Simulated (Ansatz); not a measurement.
# G0W0 on several functionals: ZnSe (Stilleite)

One-shot GW is not self-consistent; how far does the start matter for ZnSe (Stilleite)?

Main program and level: Ansatz 0.2.0; G0W0 on several functionals, plane waves, PAW.

In doubt: masses and optical values from hybrid runs of this build are listed as unsure (step 4), which bears on the screening that GW takes from such a start.

### Step 1. Set-up

The structure is cubic, space group F-43m (No. 216). The conventional cell has a = 5.668 Å, b = 5.668 Å, c = 5.668 Å, α = 90.00°, β = 90.00°, γ = 90.00°. Nearest to Zn lie 4 Se at 2.45 Å. Nearest to Se lie 4 Zn at 2.45 Å. Farther neighbours and most contacts between anions are not listed.

The cell and positions come from the Crystallography Open Database and are kept as given unless a step says otherwise. The default PAW set here is soft_1. Its files were made with PBE.

### Step 2. G0W0 on PBE

Now the one-shot GW correction: screening in the RPA, then the self-energy of the levels asked for.

This step: G0W0 on PBE, plane waves, PAW.

File input.yaml:

```yaml
crystal:
  lattice:
    - [0.0, 2.8338, 2.8338]
    - [2.8338, 0.0, 2.8338]
    - [2.8338, 2.8338, 0.0]
  atoms:
    - { symbol: Zn, position: [0.0, 0.0, 0.0] }
    - { symbol: Se, position: [0.25, 0.25, 0.25] }
kpoints:
  mp_grid: { grid: [6, 6, 6] }
hamiltonian:
  xc: pbe
  pseudopotentials: { kind: paw, azcp: { folder: "./paw" } }
scf:
  occupations: { method: fixed }
gw:
  n_empty_bands: 135
  ecut_chi: 120
  qp_bands: [v2, c2]
  qp_kpoints: band_edges
  screening: { model: contour_deformation }
```

On the command line:

```console
> ansatz run input.yaml --threads 3 --pin off --max-ram 92160MiB --backend cuda --events-out ev --progress --plain --runs-dir out --devices 1 --max-vram 13GiB
```

Numbers of over 12 decimals in the logs are rounded to 6 here.

What it wrote:

```text
GPUs: using 1 of 1 available (devices: 1).
Engine: ansatz 0.2.0, x86_64-unknown-linux-gnu
Pseudopotentials: kind: paw
Pseudopotential: Zn, paw, valence charge 12, recommended cutoff 420 eV (normal), <dir>
Pseudopotential: Se, paw, valence charge 16, recommended cutoff 420 eV (normal), <dir>
Functional definition: PBE
  parameter kappa = 0.804
  parameter beta = 0.066725
  exchange = pbe_x(kappa = kappa, mu = beta*pi^2/3)
  correlation = pbe_c(beta = beta)
device memory: the entry about to start is reckoned to put 0.5 GiB on a device that reports 56.9 GiB free (of which the cap on the GPU budget leaves the run 13.0 GiB)
GPU FFT provider: cuFFT
GPU libraries: cuBLAS 13.8.2, cuFFT 12.4.0, cuSOLVER 12.3.4
Crystal: 2 atoms, lattice volume = 45.513 Å³
Basis set: ecut = 420 eV, 893 PW (Γ)
Bands: 18, of which v1, the nominal top of the filled ones, is band 14 counted from 1 (13 counted from 0)
Symmetry: 24 space group operations
Space group: F-43m (ITA 216), of the structure as read, at distance tolerance 3.6e-5 Å
k-points: 16 of 216 (time reversal used)
Non-local potential: Zn, projectors of the file, l = 0: 2, l = 1: 2, l = 2: 3, l = 3: 1
Non-local potential: Se, projectors of the file, l = 0: 2, l = 1: 2, l = 2: 3, l = 3: 1
PAW form: soft (Blöchl's): semilocal exchange-correlation on the pseudo side does not see the compensation charge
PAW one-centre angular grid: Zn, 590 points (default); XC on 64 Gauss nodes
PAW one-centre angular grid: Se, 590 points (default); XC on 64 Gauss nodes
Initial density: superposition of atomic densities (chi_scale 0.1, normalization cell, long waves kept (reshape's long-wave potential 0.00 eV rms))
Initial wavefunctions: pseudopotential atomic-orbital guess
GPU buffer pool allocated for 19683 grid points (all kernels)
GPU transforms: local potential and band sums: pruned to the plane-wave sphere, on 25×27×27
Functional: x = pbe(κ = 0.804, μ = 0.219515), c = pbe(β = 0.066725)
SCF iter   1: F=—  HF=-8789.866734 eV  |F-HF|=—  |Δ(HF+E_count)|=         —  Δρ=6.16e-2  dr2=1.05e0  ethr=3.10e-3  ⟨swp⟩=4.5  Hψ=1409  notcnv=0  defer=24
preconditioner: auto → none  [insulator: Δε(μ)=1.156 eV  Ē_g=12.789 eV  n_scr=14 (ndim 8)  ℏωp=23.4 eV  f_vac=0.060  ε∞_Penn≈4.3]
SCF iter   2: F=—  HF=-8789.623626 eV  |F-HF|=—  |Δ(HF+E_count)|=   2.43e-1  Δρ=2.56e-2  dr2=1.98e-1  ethr=3.10e-3  ⟨swp⟩=3.0  Hψ=637  notcnv=0  defer=25
SCF iter   3: F=—  HF=-8789.537760 eV  |F-HF|=—  |Δ(HF+E_count)|=   8.59e-2  Δρ=1.23e-2  dr2=3.66e-2  ethr=7.07e-4  ⟨swp⟩=2.0  Hψ=580  notcnv=0  defer=28
SCF iter   4: F=—  HF=-8789.532202 eV  |F-HF|=—  |Δ(HF+E_count)|=   5.56e-3  Δρ=2.77e-3  dr2=2.01e-3  ethr=1.31e-4  ⟨swp⟩=2.0  Hψ=582  notcnv=0  defer=26
SCF iter   5: F=—  HF=-8789.532521 eV  |F-HF|=—  |Δ(HF+E_count)|=   3.20e-4  Δρ=9.94e-4  dr2=3.00e-4  ethr=7.18e-6  ⟨swp⟩=2.2  Hψ=474  notcnv=0  defer=28
SCF iter   6: F=—  HF=-8789.532598 eV  |F-HF|=—  |Δ(HF+E_count)|=   7.68e-5  Δρ=7.77e-5  dr2=2.15e-6  ethr=1.07e-6  ⟨swp⟩=2.0  Hψ=548  notcnv=0  defer=28
SCF iter   7: F=—  HF=-8789.532596 eV  |F-HF|=—  |Δ(HF+E_count)|=   1.49e-6  Δρ=3.39e-5  dr2=4.70e-7  ethr=7.69e-9  ⟨swp⟩=2.0  Hψ=512  notcnv=0  defer=2
SCF iter   8: F=-8789.532596 eV  HF=-8789.532596 eV  |F-HF|=3.05e-8  |Δ(HF+E_count)|=   1.12e-7  Δρ=1.25e-5  dr2=3.89e-8  ethr=3.57e-10  ⟨swp⟩=3.2  Hψ=1226  notcnv=0
SCF 1 converged in 8 iterations: F = -8789.532596 eV  dr2 = 3.89e-8
  greatest PAW one-centre occupation: 1.000 electrons in one spin orbital (limit 2), on the Se atom at site 1 (counted from 0), in its partial waves of l = 2
device memory: the entry about to start is reckoned to put 0.6 GiB on a device that reports 59.5 GiB free (of which the cap on the GPU budget leaves the run 13.0 GiB)
NSCF: frozen V_eff on 16 k-points, pencils in batches of 32, up to order 72
the band table was solved once the SCF had ended and its energy, with any forces and stress, was formed, with the checks that follow a solve (1677 applications of the Hamiltonian). They found nothing against the state; the energy, forces and stress were not computed again (output.eigenvalues in the input reference)
device memory: the entry about to start is reckoned to put 2.5 GiB on a device that reports 59.4 GiB free (of which the cap on the GPU budget leaves the run 13.0 GiB)
NSCF: frozen V_eff on 16 k-points
G₀W₀ screening: q 1/16
[... further progress lines ...]
device memory: the entry about to start is reckoned to put 0.3 GiB on a device that reports 58.2 GiB free (of which the cap on the GPU budget leaves the run 13.0 GiB)
NSCF: frozen V_eff on 1 k-points
device memory: the entry about to start is reckoned to put 0.3 GiB on a device that reports 56.5 GiB free (of which the cap on the GPU budget leaves the run 13.0 GiB)
NSCF: frozen V_eff on 1 k-points
SCF converged after 8 iterations
Free energy (F): -8789.532596 eV
Harris-Foulkes:  -8789.532596 eV  (|F-HF|=3.05e-8)
Internal energy: -8789.532596 eV  (E = F + TS)
E sigma→0 (E₀):  -8789.532596 eV
Fermi energy:    6.544767 eV
--- Per-component energies (eV) ---
  E_band       = -388.098897
  E_kinetic    = 258.372087
  E_local      = -4840.128192  (includes V_loc(G=0)·N_el)
  E_nonlocal   = 466.004617
  E_hartree    = 2238.884218
  E_xc         = -163.575035
  E_vxc        = -141.453279  (∫ρ·V_xc dr)
  E_paw        = -4028.146788  (= ΣΔE_a)
  E_vpaw       = -608.668046  (= ΣTr[D̂ρ^β])
  E_aug_tail   = -0.000658  (compensation charges beyond the density's cutoff)
  E_ewald      = -2720.942845
  E_smearing   = -0.000000  (= −TS)
  E_closure    = 0.000000  (closes the sum)
  Σ components = -8789.532596   (vs F -8789.532596, Δ=0.00e0)
--- Band table (eV; the first three rows and the last of 16) ---
  k-point 0: bands = [... 10 lower, 0.3713, 6.5448, 6.5448, 6.5448, 7.8279, 12.3510, 12.3510, 12.3510]
  k-point 1: bands = [... 10 lower, 0.3695, 4.6398, 6.2920, 6.2920, 9.0899, 12.4158, 12.7532, 12.7532]
  k-point 2: bands = [... 10 lower, 0.3777, 2.4879, 5.8639, 5.8639, 9.2213, 13.0263, 13.0263, 14.1075]
  k-point 15: bands = [... 10 lower, 0.6421, 1.8384, 3.9204, 3.9911, 11.0144, 11.3476, 14.8108, 15.1460]
--- G₀W₀: contour deformation, 7 samples at zero and on the imaginary axis and 3 off it, 216 q-points, 135 empty bands' worth ---
  eigenvalues of the whole cell's RPA ε∞ on this k-mesh (on a slab, of 1 + 4πα/V) = 8.5296, 8.5296, 8.5296; static W/v taken at q = 0 is 0.117239
  bands read: the sum over 149 bands ends inside a degenerate multiplet in 4 slots, whose members it reads at an even weight; the widest, k=0: bands 148 to 150 (counted from 1) at 2/3 each
  gw.qp_kpoints: band_edges: 9 of 16 stored k-points solved, in 1 pass; an edge of the gap read off the rows below is read off those points alone
    valence top: of the k-points left out ik 7 came nearest to being solved in a further pass, in band 14 (counted from 1, as in the quasiparticle table): it holds the edge there only if its correction is more favourable than any solved in that band by at least 0.900 eV; those differ by 0.095 eV
    conduction bottom: of the k-points left out ik 10 came nearest to being solved in a further pass, in band 15 (counted from 1, as in the quasiparticle table): it holds the edge there only if its correction is more favourable than any solved in that band by at least 1.841 eV; those differ by 0.428 eV
    ik  band        ε_KS         Σx   Σc(E_QP)       V_xc       Z   E_QP_lin       E_QP  E_QP is
     0    13      6.5448   -21.8076     2.1632   -18.8852  0.7638     5.7679     5.7855  root
     0    14      6.5448   -21.8076     2.1632   -18.8852  0.7638     5.7679     5.7855  root
     0    15      7.8279    -9.8091    -3.6730   -13.8307  0.7918     8.1790     8.1766  root
     0    16     12.3510    -6.9755    -4.3881   -11.6489  0.7730    12.6384    12.6363  root
     1    13      6.2920   -21.3509     2.2002   -18.3763  0.7623     5.4987     5.5176  root
     1    14      6.2920   -21.3509     2.2002   -18.3763  0.7623     5.4987     5.5176  root
     1    15      9.0899   -10.0160    -3.7473   -14.0974  0.7845     9.4263     9.4240  root
     1    16     12.4158    -7.6970    -4.3571   -12.3082  0.7704    12.6718    12.6700  root
     2    13      5.8639   -20.6601     2.2821   -17.5790  0.7593     5.0437     5.0649  root
     2    14      5.8639   -20.6601     2.2821   -17.5790  0.7593     5.0437     5.0649  root
     2    15      9.2213    -8.8948    -3.9155   -13.1609  0.7872     9.5746     9.5719  root
     2    16     13.0263    -7.1897    -4.4789   -11.9318  0.7645    13.2912    13.2895  root
     3    13      5.6760   -20.3480     2.3145   -17.2255  0.7579     4.8456     4.8679  root
     3    14      5.6760   -20.3480     2.3145   -17.2255  0.7579     4.8456     4.8679  root
     3    15      9.0846    -8.9482    -3.8625   -13.1508  0.7883     9.4273     9.4248  root
     3    16     12.9324    -7.1754    -4.3880   -11.7994  0.7670    13.1699    13.1684  root
     4    13      5.8559   -20.6952     2.2837   -17.6114  0.7593     5.0344     5.0559  root
     4    14      5.8559   -20.6952     2.2837   -17.6114  0.7593     5.0344     5.0559  root
     4    15      9.8182   -10.8995    -3.8116   -15.0643  0.7773    10.1744    10.1715  root
     4    16     11.2203    -6.6824    -4.1287   -11.0187  0.7839    11.4290    11.4279  root
     6    13      4.6490   -19.6688     2.5535   -16.2790  0.7482     3.7853     3.8127  root
     6    14      5.2926   -19.8198     2.3950   -16.5974  0.7546     4.4407     4.4653  root
     6    15     10.1857    -9.2541    -4.0009   -13.5983  0.7807    10.5318    10.5290  root
     6    16     12.3107    -7.2415    -4.2940   -11.7272  0.7705    12.5034    12.5024  root
[...]
9    13      4.8047   -19.1887     2.5119   -15.8297  0.7492     3.9297     3.9576  root
     9    14      4.8047   -19.1887     2.5119   -15.8297  0.7492     3.9297     3.9576  root
     9    15      9.9678    -7.0262    -3.7713   -10.9101  0.7920    10.0806    10.0803  root
     9    16     10.4590    -8.9547    -3.9848   -13.2166  0.7798    10.7377    10.7359  root
    12    13      4.3580   -18.3308     2.5652   -14.9110  0.7444     3.4737     3.5034  root
    12    14      4.3580   -18.3308     2.5652   -14.9110  0.7444     3.4737     3.5034  root
    12    15      9.5320    -7.0757    -3.5698   -10.6440  0.7954     9.5305     9.5305  root
    12    16     10.0068    -9.0050    -3.8042   -13.0760  0.7848    10.2751    10.2736  root
```

Run time: 30 s. Hardware: 1 × NVIDIA H100 80GB HBM3 (shared by 6 runs) with 3 threads of AMD EPYC 7R13 (Zen 3), shared host; peak memory 1.2 GiB; 22 s of CPU time.

Reading the cycles: dr2 is the Hartree energy of the density residual (eV), the measure of convergence; HF is the Harris–Foulkes estimate of the energy, which meets the free energy F at convergence.

Numbers from this step:

- bands summed: 149
- RPA ε∞ on this mesh (eigenvalues): 8.530, 8.530, 8.530
- plane waves in the screening matrix: 137
- q-points in the mesh: 216
- G0W0 gap on the mesh: 2.391 eV
- k of the valence top: 0, 0, 0
- k of the conduction bottom: 0, 0, 0
- starting gap on the mesh: 1.283 eV
- Z at the valence top: 0.7638
- Z at the conduction bottom: 0.7918
- least direct G0W0 gap on the computed points: 2.391 eV

The gap on the mesh goes from 1.28 eV to 2.39 eV, a correction of +1.11 eV. Between the two edge states, bare exchange in place of the xc potential would open the gap by 6.94 eV, and correlation takes back 5.84 eV.

### Step 3. G0W0 on r2SCAN

The same correction from a different start measures what one shot leaves open.

This step: G0W0 on r2SCAN, plane waves, PAW.

input.yaml, as its differences from that of step 2:

```diff
@@ -11,3 +11,3 @@
 hamiltonian:
-  xc: pbe
+  xc: r2scan
   pseudopotentials: { kind: paw, azcp: { folder: "./paw" } }
```

What it wrote:

```text
GPUs: using 1 of 1 available (devices: 1).
[...]
GPU FFT provider: cuFFT
GPU libraries: cuBLAS 13.8.2, cuFFT 12.4.0, cuSOLVER 12.3.4
Crystal: 2 atoms, lattice volume = 45.513 Å³
Basis set: ecut = 500 eV, 1139 PW (Γ), exchange–correlation on 120×120×120 points (64 copies of the dense FFT grid, shifted against one another)
Bands: 18, of which v1, the nominal top of the filled ones, is band 14 counted from 1 (13 counted from 0)
[... 1 set-up line as in the run before ...]
[...]
k-points: 16 of 216 (time reversal used)
[...]
GPU buffer pool allocated for 27000 grid points (all kernels)
[...]
SCF iter   1: F=—  HF=-8805.835948 eV  |F-HF|=—  |Δ(HF+E_count)|=         —  Δρ=7.22e-2  dr2=1.31e0  dr2_τ=5.83e-3  ethr=3.10e-3  ⟨swp⟩=4.6  Hψ=1388  notcnv=0  defer=26
[...]
SCF iter   8: F=-8805.511463 eV  HF=-8805.511463 eV  |F-HF|=1.77e-8  |Δ(HF+E_count)|=   1.29e-7  Δρ=1.04e-5  dr2=2.33e-8  dr2_τ=8.49e-11  ethr=3.57e-10  ⟨swp⟩=5.0  Hψ=1224  notcnv=0
SCF 1 converged in 8 iterations: F = -8805.511463 eV  dr2 = 2.33e-8
[...]
NSCF: frozen V_eff on 16 k-points, pencils in batches of 32, up to order 72
[...]
NSCF: frozen V_eff on 16 k-points
G₀W₀ screening: q 1/16
[... further progress lines ...]
[...]
SCF converged after 8 iterations
Free energy (F): -8805.511463 eV
[...]
Internal energy: -8805.511463 eV  (E = F + TS)
E sigma→0 (E₀):  -8805.511463 eV
Fermi energy:    6.228512 eV
[...]
--- Band table (eV; the first three rows and the last of 16) ---
  k-point 0: bands = [... 10 lower, -0.0688, 6.2285, 6.2285, 6.2285, 8.0864, 12.5479, 12.5479, 12.5479]
  k-point 1: bands = [... 10 lower, -0.0704, 4.3749, 5.9734, 5.9734, 9.2919, 12.6006, 12.9603, 12.9603]
  k-point 2: bands = [... 10 lower, -0.0623, 2.1426, 5.5372, 5.5372, 9.4219, 13.2142, 13.2142, 14.3307]
  k-point 15: bands = [... 10 lower, 0.2058, 1.4921, 3.5499, 3.6329, 11.0710, 11.4985, 15.1210, 15.4116]
[...]
0    13      6.2285   -21.9684     2.0972   -19.3386  0.7824     5.6920     5.6959  root
     0    14      6.2285   -21.9684     2.0972   -19.3386  0.7824     5.6920     5.6959  root
     0    15      8.0864    -9.4796    -3.6861   -13.4658  0.8094     8.3876     8.3866  root
     0    16     12.5479    -6.9154    -4.2457   -11.4486  0.7926    12.8367    12.8353  root
     1    13      5.9734   -21.5221     2.1268   -18.8444  0.7811     5.4180     5.4224  root
     1    14      5.9734   -21.5221     2.1268   -18.8444  0.7811     5.4180     5.4224  root
     1    15      9.2919    -9.6633    -3.7665   -13.7743  0.8029     9.6379     9.6365  root
     1    16     12.6006    -7.5580    -4.2270   -12.0469  0.7893    12.8636    12.8625  root
[...]
12    13      3.9951   -18.4672     2.4245   -15.3995  0.7649     3.3438     3.3519  root
    12    14      3.9951   -18.4672     2.4245   -15.3995  0.7649     3.3438     3.3519  root
    12    15      9.5659    -6.9060    -3.4924   -10.4768  0.8134     9.6443     9.6442  root
    12    16     10.1017    -8.8139    -3.7322   -12.9000  0.8037    10.4572    10.4556  root
```

Elapsed: 21 s, on 1 × NVIDIA H100 80GB HBM3 (shared by 6 runs) with 3 threads; peak memory 1.2 GiB.

Numbers from this step:

| Item | Value |
| --- | --- |
| bands summed | 149 |
| RPA ε∞ on this mesh (eigenvalues) | 6.482, 6.482, 6.482 |
| plane waves in the screening matrix | 137 |
| q-points in the mesh | 216 |
| G0W0 gap on the mesh | 2.691 eV |
| k of the valence top | 0, 0, 0 |
| k of the conduction bottom | 0, 0, 0 |
| starting gap on the mesh | 1.858 eV |
| Z at the valence top | 0.7824 |
| Z at the conduction bottom | 0.8094 |
| least direct G0W0 gap on the computed points | 2.691 eV |

Against the run with 6×6×6 mesh, 135 empty bands, screening to 120 eV on PBE, the gap moves by +0.30 eV, while the start moved by +0.57 eV.

### Step 4. G0W0 on HSE06

This step: G0W0 on HSE06, plane waves, PAW.

input.yaml, as its differences from that of step 3:

```diff
@@ -11,3 +11,3 @@
 hamiltonian:
-  xc: r2scan
+  xc: hse06
   pseudopotentials: { kind: paw, azcp: { folder: "./paw" } }
```

What it wrote:

```text
GPUs: using 1 of 1 available (devices: 1).
[...]
davidson cushion auto → on  (no smearing: the cushion is to keep the highest requested band from converging to the state above it; pin scf.eigensolver.cushion to override)
[...]
GPU FFT provider: cuFFT
GPU libraries: cuBLAS 13.8.2, cuFFT 12.4.0, cuSOLVER 12.3.4
Crystal: 2 atoms, lattice volume = 45.513 Å³
Basis set: ecut = 420 eV, 893 PW (Γ)
[...]
1    15      9.5526    -9.3084    -3.7047   -13.2168  0.8184     9.7566     9.7562  root
     1    16     12.8953    -7.3626    -4.1140   -11.5855  0.8058    13.0043    13.0041  root
[...]
12    13      3.5872   -17.8453     2.1509   -15.2767  0.7835     3.1671     3.1695  root
    12    14      3.5872   -17.8453     2.1509   -15.2767  0.7835     3.1671     3.1695  root
    12    15      9.7451    -6.5192    -3.4485    -9.9538  0.8276     9.7312     9.7312  root
    12    16     10.3923    -8.2482    -3.6588   -12.0818  0.8195    10.5674    10.5670  root
[key lines of the parts left out:]
Free energy (F): -8791.189892 eV
Fermi energy:    5.898202 eV
```

The job ended after 34 s (1 × NVIDIA H100 80GB HBM3 (shared by 6 runs) with 3 threads; peak memory 1.4 GiB).

This step gave:

| Item | Value |
| --- | --- |
| bands summed | 149 |
| RPA ε∞ on this mesh (eigenvalues) | 5.499, 5.499, 5.499 |
| plane waves in the screening matrix | 137 |
| G0W0 gap on the mesh | 2.961 eV |
| k of the valence top | 0, 0, 0 |
| k of the conduction bottom | 0, 0, 0 |
| starting gap on the mesh | 2.413 eV |
| least direct G0W0 gap on the computed points | 2.961 eV |

Against the run with 6×6×6 mesh, 135 empty bands, screening to 120 eV on r2SCAN, the gap moves by +0.27 eV, while the start moved by +0.55 eV.

### Step 5. Side by side

All on the 6×6×6 mesh with 135 empty bands and screening to 120 eV. Times are wall times on 1 × NVIDIA H100 80GB HBM3 (shared by 6 runs) with 3 threads of AMD EPYC 7R13 (Zen 3), shared host, good to a factor of about two.

```tsv
start	starting gap (eV)	shift (eV)	G0W0 gap (eV)	RPA ε∞ (harmonic mean)	Z (valence, conduction)	time
PBE	1.28	+1.11	2.39	8.53	0.76, 0.79	30 s
r2SCAN	1.86	+0.83	2.69	6.48	0.78, 0.81	21 s
HSE06	2.41	+0.55	2.96	5.50	0.80, 0.82	34 s
```

How the two edges are built up, in eV (the quasiparticle level is the starting level plus Σx plus Σc less Vxc):

```tsv
run	edge	start	Σx	Σc	Vxc	Z	QP
PBE	valence top	6.54	-21.81	2.16	-18.89	0.76	5.79
PBE	conduction bottom	7.83	-9.81	-3.67	-13.83	0.79	8.18
r2SCAN	valence top	6.23	-21.97	2.10	-19.34	0.78	5.70
r2SCAN	conduction bottom	8.09	-9.48	-3.69	-13.47	0.81	8.39
HSE06	valence top	5.90	-20.84	1.80	-18.68	0.80	5.55
HSE06	conduction bottom	8.31	-9.21	-3.62	-13.03	0.82	8.51
```

For a hybrid start, Vxc holds its share of exact exchange.

### Step 6. What came out

| Property | Result |
| --- | --- |
| G0W0@PBE | 2.39 eV (start 1.28 eV) |
| G0W0@r2SCAN | 2.69 eV (start 1.86 eV) |
| G0W0@HSE06 | 2.96 eV (start 2.41 eV) |
| known limits | not at the basis limit; no spin-orbit coupling |

**Reading.** The starting gaps span 1.13 eV and the G0W0 gaps 0.57 eV. Between PBE and HSE06, 0.57 eV of the 1.13 eV survives, 50 %. HSE06 screens less than PBE (ε∞ 5.50 against 8.53). Of the 0.57 eV by which its G0W0 gap is higher, the correlation part gives +0.41 eV, and exchange with the one-particle terms, which follow the orbitals, +0.16 eV. The smallest correction, +0.55 eV, is on HSE06, the start nearest to reproducing itself. Bands and cutoff are finite, so the gap is not at the basis limit. The miss can reach some tenths of an eV and take either sign; the mesh is an error of its own. The many-body steps are scalar-relativistic: spin-orbit coupling is not in them.

[Paths, hosts, dates, memory and timing lines, banners, echoed tables and standing remarks are left out of the program output.]

[Logs are printed without paths, hosts, clocks, repeated set-up lines and the standing remarks that a program may print on its own settings, such as how far it seeks lower states.]

[Runs of the session that timed out or met a known fault of the program may be left out.]

[Cells called generated may have been cut or substituted from an entry of the Crystallography Open Database or the Materials Project.]

[Hosts, paths, dates, database ids (printed as entryN), source tags and the programs' standing remarks are cut or masked in the printed files.]
